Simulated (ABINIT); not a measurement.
# CaO (Fm-3m): G0W0 in ABINIT against the k mesh

Aim: move the k mesh of a G0W0 run on CaO (Fm-3m) over a wide range.

Calculated with ABINIT 10.8.3; PBE and many-body steps on it, plane waves.

## (1) The structure

Symmetry: Fm-3m, No. 225, cubic system. The conventional cell has a = 4.807 Å, b = 4.807 Å, c = 4.807 Å, α = 90.00°, β = 90.00°, γ = 90.00°. Ca has 6 O at 2.40 Å nearest. O has 6 Ca at 2.40 Å nearest. Farther neighbours and most contacts between anions are not listed.

The cell and positions are those that the Materials Project relaxed with its own functionals (PBE, PBE+U or r2SCAN), kept fixed.

## (2) Empty states on the mesh, 4×4×4 mesh, 98 bands

This step: ABINIT 10.8.3; DFT, PBE, plane waves, norm-conserving pseudopotentials.

The sums over transitions need many empty states on a uniform mesh; this step solves for them.

Contents of run.abi:

```
acell 3*1.0 Angstrom
rprim 
  -0.000000000000 2.403555696000 2.403555696000
  2.403555696000 -0.000000000000 2.403555696000
  2.403555696000 2.403555696000 -0.000000000000
ntypat 2
znucl 20 8
natom 2
typat 1 2
xred 
  0.000000000000 0.000000000000 0.000000000000
  0.500000000000 0.500000000000 0.500000000000
pp_dirpath "pseudos"
pseudos "Ca.upf, O.upf"
ecut 36
ngkpt 4 4 4
nshiftk 1
shiftk 0 0 0
kptopt 1
chksymbreak 0
irdden 1
istwfk *1
nband 98
prtvol 0
optdriver 6
gwr_task "HDIAGO"
paral_kgb 0
occopt 1
indata_prefix "in"
outdata_prefix "out"
tmpdata_prefix "tmp"
```

On the command line:

```bash
> OMP_NUM_THREADS=1 mpirun -n 4 abinit run.abi > log
```

Numbers of over 12 decimals in the logs are rounded to 6 here.

The log of the run:

```text
.Version 10.8.3 of ABINIT. v10.8.2 released Aug 2026.

 Symmetries : space group Fm -3 m (#225); Bravais cF (face-center cubic)
[... echo of the input left out ...]
== DATASET  1 ==================================================================
-   mpi_nproc: 4, omp_nthreads: 1 (-1 if OMP is not activated)

--- !DatasetInfo
iteration_state: {dtset: 1, }
dimensions: {natom: 2, nkpt: 8, mband: 98, nsppol: 1, nspinor: 1, nspden: 1, mpw: 1964, }
cutoff_energies: {ecut:  36.0, pawecutdg:  -1.0, }
[...]
Indirect band gap semiconductor
 Fundamental gap:     3.662 (eV)
   VBM:     5.095 (eV) at k: [ 0.0000E+00,  0.0000E+00,  0.0000E+00]
   CBM:     8.757 (eV) at k: [ 5.0000E-01,  5.0000E-01,  0.0000E+00]
 Direct gap:         4.035 (eV) at k: [ 5.0000E-01,  5.0000E-01,  0.0000E+00]

== END DATASET(S) ==============================================================
================================================================================

 -outvars: echo values of variables after computation  --------
           etotal      0.0000000000E+00
            nband          98
             nkpt           8
          spgroup         225
 [... the other variables as echoed above ...]

 Calculation completed.
```

It took 13 s on 4 MPI ranks of Arm Neoverse V2, shared host; peak memory 1.1 GiB.

This step gave:

```yaml
gap: 3.662 eV
k_of_the_valence_top: 0, 0, 0
k_of_the_conduction_bottom: 0.5, 0.5, 0
least_direct_gap: 4.035 eV
k_points_computed: 8
lowest_point_of_the_top_converged_band_above_the_valence_top: 104.9958 eV
```

On this mesh the gap is 3.662 eV.

The density comes from a self-consistent run that is not shown.

## (3) Empty states on the mesh, 2×2×2 mesh, 32 bands

Edit run.abi of step 2 so:

```diff
@@ -15,3 +15,3 @@
 ecut 36
-ngkpt 4 4 4
+ngkpt 2 2 2
 nshiftk 1
@@ -20,10 +20,10 @@
 chksymbreak 0
+iscf -2
 irdden 1
 istwfk *1
-nband 98
+nband 32
+nbdbuf 4
+tolwfr 1e-09
+nstep 60
 prtvol 0
-optdriver 6
-gwr_task "HDIAGO"
-paral_kgb 0
-occopt 1
 indata_prefix "in"
```

The log of the run:

```text
.Version 10.8.3 of ABINIT. v10.8.2 released Aug 2026.

 Symmetries : space group Fm -3 m (#225); Bravais cF (face-center cubic)
[... echo of the input left out ...]
== DATASET  1 ==================================================================
-   mpi_nproc: 4, omp_nthreads: 1 (-1 if OMP is not activated)
-    --> not optimal distribution: autoparal keyword recommended in input file <--

--- !DatasetInfo
iteration_state: {dtset: 1, }
dimensions: {natom: 2, nkpt: 3, mband: 32, nsppol: 1, nspinor: 1, nspden: 1, mpw: 1964, }
cutoff_energies: {ecut:  36.0, pawecutdg:  -1.0, }
[...]
1.01111    1.01111    1.19620    1.19620    1.19620    1.21506    1.21506    1.21584
   1.21584    1.21584    1.53721    1.70455    1.70455    1.70455    1.85025    1.85029
 prteigrs : prtvol=0 or 1, do not print more k-points.

== END DATASET(S) ==============================================================
================================================================================

 -outvars: echo values of variables after computation  --------
            nband          32
             nkpt           3
          spgroup         225
 [... the other variables as echoed above ...]

 Calculation completed.
```

The job ended after 2.6 s (4 MPI ranks; peak memory 0.07 GiB).

Numbers from this step:

- gap: 3.662 eV
- k of the valence top: 0, 0, 0
- k of the conduction bottom: 0.5, 0.5, 0
- least direct gap: 4.035 eV
- k points computed: 3
- lowest point of the top converged band, above the valence top: 35.60 eV

On this mesh the gap is 3.662 eV.

## (4) Empty states on the mesh, 6×6×6 mesh, 32 bands

Edit run.abi of step 3 so:

```diff
@@ -15,3 +15,3 @@
 ecut 36
-ngkpt 2 2 2
+ngkpt 6 6 6
 nshiftk 1
```

The log of the run:

```text
.Version 10.8.3 of ABINIT. v10.8.2 released Aug 2026.

 Symmetries : space group Fm -3 m (#225); Bravais cF (face-center cubic)
[... echo of the input left out ...]
== DATASET  1 ==================================================================
-   mpi_nproc: 4, omp_nthreads: 1 (-1 if OMP is not activated)

--- !DatasetInfo
iteration_state: {dtset: 1, }
dimensions: {natom: 2, nkpt: 16, mband: 32, nsppol: 1, nspinor: 1, nspden: 1, mpw: 1964, }
cutoff_energies: {ecut:  36.0, pawecutdg:  -1.0, }
[...]
1.01111    1.01111    1.19620    1.19620    1.19620    1.21506    1.21506    1.21584
   1.21584    1.21584    1.53721    1.70455    1.70455    1.70455    1.85025    1.85029
 prteigrs : prtvol=0 or 1, do not print more k-points.

== END DATASET(S) ==============================================================
================================================================================

 -outvars: echo values of variables after computation  --------
            nband          32
             nkpt          16
          spgroup         225
 [... the other variables as echoed above ...]

 Calculation completed.
```

Wall time 4.8 s (4 MPI ranks); peak memory 0.26 GiB.

Numbers from this step:

```yaml
gap: 3.662 eV
k_of_the_valence_top: 0, 0, 0
k_of_the_conduction_bottom: 0.5, 0.5, 0
least_direct_gap: 4.035 eV
k_points_computed: 16
lowest_point_of_the_top_converged_band_above_the_valence_top: 35.60 eV
```

On this mesh the gap is 3.662 eV.

## (5) Screening, 2×2×2 mesh, 28 bands, screening to 130.6 eV

The RPA dielectric matrix is built and inverted for each q.

This step: RPA screening on PBE, plane waves, norm-conserving pseudopotentials.

Edit run.abi of step 4 so:

```diff
@@ -15,3 +15,3 @@
 ecut 36
-ngkpt 6 6 6
+ngkpt 2 2 2
 nshiftk 1
@@ -20,10 +20,11 @@
 chksymbreak 0
-iscf -2
-irdden 1
 istwfk *1
-nband 32
-nbdbuf 4
-tolwfr 1e-09
-nstep 60
-prtvol 0
+occopt 1
+irdwfk 1
+optdriver 3
+nband 28
+ecuteps 4.8
+inclvkb 2
+awtr 1
+symchi 1
 indata_prefix "in"
```

The log of the run:

```text
.Version 10.8.3 of ABINIT. v10.8.2 released Aug 2026.

 Symmetries : space group Fm -3 m (#225); Bravais cF (face-center cubic)
[... echo of the input left out ...]
== DATASET  1 ==================================================================
-   mpi_nproc: 4, omp_nthreads: 1 (-1 if OMP is not activated)

--- !DatasetInfo
iteration_state: {dtset: 1, }
dimensions: {natom: 2, nkpt: 3, mband: 28, nsppol: 1, nspinor: 1, nspden: 1, mpw: 1964, }
cutoff_energies: {ecut:  36.0, pawecutdg:  -1.0, }
electrons: {nelect:   1.60000000E+01, charge:   0.00000000E+00, occopt:   1.00000000E+00, tsmear:   1.00000000E-02, }

 SCREENING: Calculation of the susceptibility and dielectric matrices

 Based on a program developped by R.W. Godby, V. Olevano, G. Onida, and L. Reining.
 Incorporated in ABINIT by V. Olevano, G.-M. Rignanese, and M. Torrent.
.Using double precision arithmetic ; gwpc =  8

[... cell and pseudopotentials left out ...]
--------------------------------------------------------------------------------

 ==== K-mesh for the wavefunctions ====
 Number of points in the irreducible wedge :     3
[... list of points left out ...]
 Together with 48 symmetry operations and time-reversal symmetry
 yields     8 points in the full Brillouin Zone.

 ==== Q-mesh for the screening function ====
 Number of points in the irreducible wedge :     3
[... list of points left out ...]
 Together with 48 symmetry operations and time-reversal symmetry
 yields     8 points in the full Brillouin Zone.

 setmesh: FFT mesh size selected  =    24x   24x   24
          total number of points  =        13824

 vcoul_init : cutoff-mode = AUXILIARY_FUNCTION
 q-points for optical limit:   1
     1)      0.000010    0.000020    0.000030

- screening: taking advantage of time-reversal symmetry
- Maximum band index for partially occupied states nbvw = 8
- Remaining bands to be divided among processors   nbcw = 20
- Number of bands treated by each node ~5

 Number of electrons calculated from density =   16.0000; Expected =   16.0000
 average of density, n =  0.085375
 r_s =    1.4088
 omega_plasma =   28.1852 [eV]

 calculating chi0 at frequencies [eV] :
  1    0.000000E+00    0.000000E+00
  2    0.000000E+00    2.818519E+01

--------------------------------------------------------------------------------
  q-point number  1        q = ( 0.000000, 0.000000, 0.000000) [r.l.u.]
--------------------------------------------------------------------------------
[... chi0 elements left out ...]
 For q-point:  0.000010 0.000020 0.000030
  dielectric constant =   5.3352
  dielectric constant without local fields =   5.8088

  Average fulfillment of the sum rule on Im[epsilon] for q-point    1 :     33.37  [%]
[... wings left out ...]
  q-point number  2        q = ( 0.500000, 0.000000, 0.000000) [r.l.u.]
--------------------------------------------------------------------------------
[... chi0 elements left out ...]
  Average fulfillment of the sum rule on Im[epsilon] for q-point    2 :     48.65  [%]

 [... 1 further q-points ...]
```

Run time: 2.1 s. Hardware: 4 MPI ranks; peak memory 0.08 GiB; 7.8 s of CPU time.

This step gave:

```
ε∞ with local fields, on this mesh, along the program's q direction : 5.335
the same without local fields                                       : 5.809
plasma frequency                                                    : 28.19 eV
plane waves in the screening matrix                                 : 113
```

Local fields lower ε∞ by 8 %. On a Γ-centred mesh this coarse the value itself is usually too large, while a short band sum pulls it down.

## (6) 2×2×2

This step: G0W0 on PBE, plane waves, norm-conserving pseudopotentials.

Edit run.abi of step 5 so:

```diff
@@ -23,8 +23,17 @@
 irdwfk 1
-optdriver 3
+optdriver 4
 nband 28
+gwcalctyp 0
+ecutsigx 36
+symsigma 1
+nkptgw 2
+kptgw 
+  0.0000000000 0.0000000000 0.0000000000
+  0.5000000000 0.5000000000 0.0000000000
+bdgw 
+  6 12
+  7 10
 ecuteps 4.8
-inclvkb 2
-awtr 1
-symchi 1
+irdscr 1
+ppmodel 1
 indata_prefix "in"
```

The log of the run:

```text
.Version 10.8.3 of ABINIT. v10.8.2 released Aug 2026.

 Symmetries : space group Fm -3 m (#225); Bravais cF (face-center cubic)
[... echo of the input left out ...]
== DATASET  1 ==================================================================
-   mpi_nproc: 4, omp_nthreads: 1 (-1 if OMP is not activated)

--- !DatasetInfo
iteration_state: {dtset: 1, }
dimensions: {natom: 2, nkpt: 3, mband: 28, nsppol: 1, nspinor: 1, nspden: 1, mpw: 1964, }
cutoff_energies: {ecut:  36.0, pawecutdg:  -1.0, }
electrons: {nelect:   1.60000000E+01, charge:   0.00000000E+00, occopt:   1.00000000E+00, tsmear:   1.00000000E-02, }

 SIGMA: Calculation of the GW corrections

 Based on a program developped by R.W. Godby, V. Olevano, G. Onida, and L. Reining.
 Incorporated in ABINIT by V. Olevano, G.-M. Rignanese, and M. Torrent.
.Using double precision arithmetic ; gwpc =  8

[... cell and pseudopotentials left out ...]
--------------------------------------------------------------------------------

 ==== K-mesh for the wavefunctions ====
 Number of points in the irreducible wedge :     3
[... list of points left out ...]
 Together with 48 symmetry operations and time-reversal symmetry
 yields     8 points in the full Brillouin Zone.

 ==== Q-mesh for screening function ====
 Number of points in the irreducible wedge :     3
[... list of points left out ...]
 Together with 48 symmetry operations and time-reversal symmetry
 yields     8 points in the full Brillouin Zone.

 vcoul_init : cutoff-mode = AUXILIARY_FUNCTION
 q-points for optical limit:   1
     1)      0.000010    0.000020    0.000030
 setmesh: FFT mesh size selected  =    36x   36x   36
          total number of points  =        46656

 Number of electrons calculated from density =   16.0000; Expected =   16.0000
 average of density, n =  0.085375
 r_s =    1.4088
 omega_plasma =   28.1852 [eV]

 === KS Band Gaps ===
  >>>> For spin  1
   Minimum direct gap =   4.0354 [eV], located at k-point      :   0.5000  0.5000  0.0000
   Fundamental gap    =   3.6617 [eV], Top of valence bands at :   0.0000  0.0000  0.0000
                                       Bottom of conduction at :   0.5000  0.5000  0.0000
 SIGMA fundamental parameters:
 PLASMON POLE MODEL  1
 number of plane-waves for SigmaX                 1917
 number of plane-waves for SigmaC and W            113
 number of plane-waves for wavefunctions          1917
 number of bands                                    28
 number of independent spin polarizations            1
 number of spinorial components                      1
 number of k-points in IBZ                           3
 number of q-points in IBZ                           3
 number of symmetry operations                      48
 number of k-points in BZ                            8
 number of q-points in BZ                            8
 number of frequencies for dSigma/dE                 9
 frequency step for dSigma/dE [eV]                0.25
 number of omega for Sigma on real axis              0
 max omega for Sigma on real axis  [eV]           0.00
 zcut for avoiding poles [eV]                     0.10

 EPSILON^-1 parameters (SCR file):
 dimension of the eps^-1 matrix on file            113
 dimension of the eps^-1 matrix used               113
 number of plane-waves for wavefunctions          1917
 number of bands                                    28
 number of q-points in IBZ                           3
 number of frequencies                               2
 number of real frequencies                          1
 number of imag frequencies                          1

 matrix elements of self-energy operator (all in [eV])

 Perturbative Calculation

--- !SelfEnergy_ee
iteration_state: {dtset: 1, }
kpoint     : [   0.000,    0.000,    0.000, ]
spin       : 1
KS_gap     :    4.745
QP_gap     :    5.714
Delta_QP_KS:    0.970
data: !SigmaeeData |
     Band     E0 <VxcDFT>   SigX SigC(E0)      Z dSigC/dE  Sig(E)    E-E0       E
        6   5.095 -19.480 -24.328   4.988   0.787  -0.271 -19.370   0.110   5.205
        7   5.095 -19.480 -24.328   4.988   0.787  -0.271 -19.370   0.110   5.205
        8   5.095 -19.480 -24.328   4.988   0.787  -0.271 -19.370   0.110   5.205
        9   9.840 -10.782  -5.868  -3.631   0.841  -0.189  -9.702   1.080  10.920
       10  11.332 -13.840  -6.773  -3.879   0.839  -0.192 -11.164   2.675  14.007
       11  11.332 -13.840  -6.773  -3.879   0.839  -0.192 -11.164   2.675  14.007
       12  11.332 -13.840  -6.773  -3.879   0.839  -0.192 -11.164   2.675  14.007

--- !SelfEnergy_ee
iteration_state: {dtset: 1, }
kpoint     : [   0.500,    0.500,    0.000, ]
spin       : 1
KS_gap     :    4.035
QP_gap     :    5.873
Delta_QP_KS:    1.838
data: !SigmaeeData |
     Band     E0 <VxcDFT>   SigX SigC(E0)      Z dSigC/dE  Sig(E)    E-E0       E
        7   4.721 -19.000 -23.872   4.881   0.788  -0.268 -18.993   0.007   4.728
        8   4.721 -19.000 -23.872   4.881   0.788  -0.268 -18.993   0.007   4.728
        9   8.757 -11.322  -5.474  -3.670   0.847  -0.181  -9.477   1.845  10.602
       10  13.145 -16.103  -8.653  -3.843   0.833  -0.201 -13.099   3.004  16.149

== END DATASET(S) ==============================================================
================================================================================

 -outvars: echo values of variables after computation  --------
           etotal      0.0000000000E+00
            nband          28
             nkpt           3
          spgroup         225
 [... the other variables as echoed above ...]

 Calculation completed.
```

Wall time 2.2 s (4 MPI ranks); peak memory 0.11 GiB.

Numbers from this step:

| Property | Result |
| --- | --- |
| G0W0 gap on the points computed | 5.397 eV |
| starting gap on the mesh | 3.662 eV |
| k of the valence top | 0, 0, 0 |
| k of the conduction bottom | 0.5, 0.5, 0 |
| Z at the valence top | 0.787 |
| Z at the conduction bottom | 0.847 |
| least direct G0W0 gap on the computed points | 5.715 eV |

## (7) Screening, 4×4×4 mesh, 28 bands, screening to 130.6 eV

This step: RPA screening on PBE, plane waves, norm-conserving pseudopotentials.

Edit run.abi of step 6 so:

```diff
@@ -15,3 +15,3 @@
 ecut 36
-ngkpt 2 2 2
+ngkpt 4 4 4
 nshiftk 1
@@ -23,17 +23,8 @@
 irdwfk 1
-optdriver 4
+optdriver 3
 nband 28
-gwcalctyp 0
-ecutsigx 36
-symsigma 1
-nkptgw 2
-kptgw 
-  0.0000000000 0.0000000000 0.0000000000
-  0.5000000000 0.5000000000 0.0000000000
-bdgw 
-  6 12
-  7 10
 ecuteps 4.8
-irdscr 1
-ppmodel 1
+inclvkb 2
+awtr 1
+symchi 1
 indata_prefix "in"
```

The log of the run:

```text
.Version 10.8.3 of ABINIT. v10.8.2 released Aug 2026.

 Symmetries : space group Fm -3 m (#225); Bravais cF (face-center cubic)
[... echo of the input left out ...]
== DATASET  1 ==================================================================
-   mpi_nproc: 4, omp_nthreads: 1 (-1 if OMP is not activated)

--- !DatasetInfo
iteration_state: {dtset: 1, }
dimensions: {natom: 2, nkpt: 8, mband: 28, nsppol: 1, nspinor: 1, nspden: 1, mpw: 1964, }
cutoff_energies: {ecut:  36.0, pawecutdg:  -1.0, }
electrons: {nelect:   1.60000000E+01, charge:   0.00000000E+00, occopt:   1.00000000E+00, tsmear:   1.00000000E-02, }

 SCREENING: Calculation of the susceptibility and dielectric matrices

 Based on a program developped by R.W. Godby, V. Olevano, G. Onida, and L. Reining.
 Incorporated in ABINIT by V. Olevano, G.-M. Rignanese, and M. Torrent.
.Using double precision arithmetic ; gwpc =  8

[... cell and pseudopotentials left out ...]
--------------------------------------------------------------------------------

 ==== K-mesh for the wavefunctions ====
 Number of points in the irreducible wedge :     8
[... list of points left out ...]
 Together with 48 symmetry operations and time-reversal symmetry
 yields    64 points in the full Brillouin Zone.

 ==== Q-mesh for the screening function ====
 Number of points in the irreducible wedge :     8
[... list of points left out ...]
 Together with 48 symmetry operations and time-reversal symmetry
 yields    64 points in the full Brillouin Zone.

 setmesh: FFT mesh size selected  =    24x   24x   24
          total number of points  =        13824

 vcoul_init : cutoff-mode = AUXILIARY_FUNCTION
 q-points for optical limit:   1
     1)      0.000010    0.000020    0.000030

- screening: taking advantage of time-reversal symmetry
- Maximum band index for partially occupied states nbvw = 8
- Remaining bands to be divided among processors   nbcw = 20
- Number of bands treated by each node ~5

 Number of electrons calculated from density =   16.0000; Expected =   16.0000
 average of density, n =  0.085375
 r_s =    1.4088
 omega_plasma =   28.1852 [eV]

 calculating chi0 at frequencies [eV] :
  1    0.000000E+00    0.000000E+00
  2    0.000000E+00    2.818519E+01

--------------------------------------------------------------------------------
  q-point number  1        q = ( 0.000000, 0.000000, 0.000000) [r.l.u.]
--------------------------------------------------------------------------------
[... chi0 elements left out ...]
 For q-point:  0.000010 0.000020 0.000030
  dielectric constant =   3.6547
  dielectric constant without local fields =   3.9986

  Average fulfillment of the sum rule on Im[epsilon] for q-point    1 :     34.19  [%]
[... wings left out ...]
  q-point number  2        q = ( 0.250000, 0.000000, 0.000000) [r.l.u.]
--------------------------------------------------------------------------------
[... chi0 elements left out ...]
  Average fulfillment of the sum rule on Im[epsilon] for q-point    2 :     58.19  [%]

 [... 6 further q-points ...]
```

Elapsed: 3.6 s, on 4 MPI ranks; peak memory 0.39 GiB.

This step gave:

```
ε∞ with local fields, on this mesh, along the program's q direction : 3.655
the same without local fields                                       : 3.999
plasma frequency                                                    : 28.19 eV
plane waves in the screening matrix                                 : 113
```

(Part 1 of 2 ends here.)

[Paths, hosts, dates, memory and timing lines, banners, echoed tables and standing remarks are left out of the program output.]

[Logs are printed without paths, hosts, clocks, repeated set-up lines and the standing remarks that a program may print on its own settings, such as how far it seeks lower states.]

[Runs of the session that timed out or met a known fault of the program may be left out.]

[No measured gap is set beside runs whose start may be inverted or whose files or cutoffs have a known fault.]

[Hosts, paths, dates, database ids (printed as entryN), source tags and the programs' standing remarks are cut or masked in the printed files.]

[G0W0 gaps are taken among the corrected bands and points alone; a level outside them can change the order at an edge.]

[Where Ansatz stands beside ABINIT at settings called matched, ABINIT's density can come from a denser mesh and the files from another edition; pairs whose starting gaps differed by over 0.03 eV were left out, so agreement reads better than it is.]
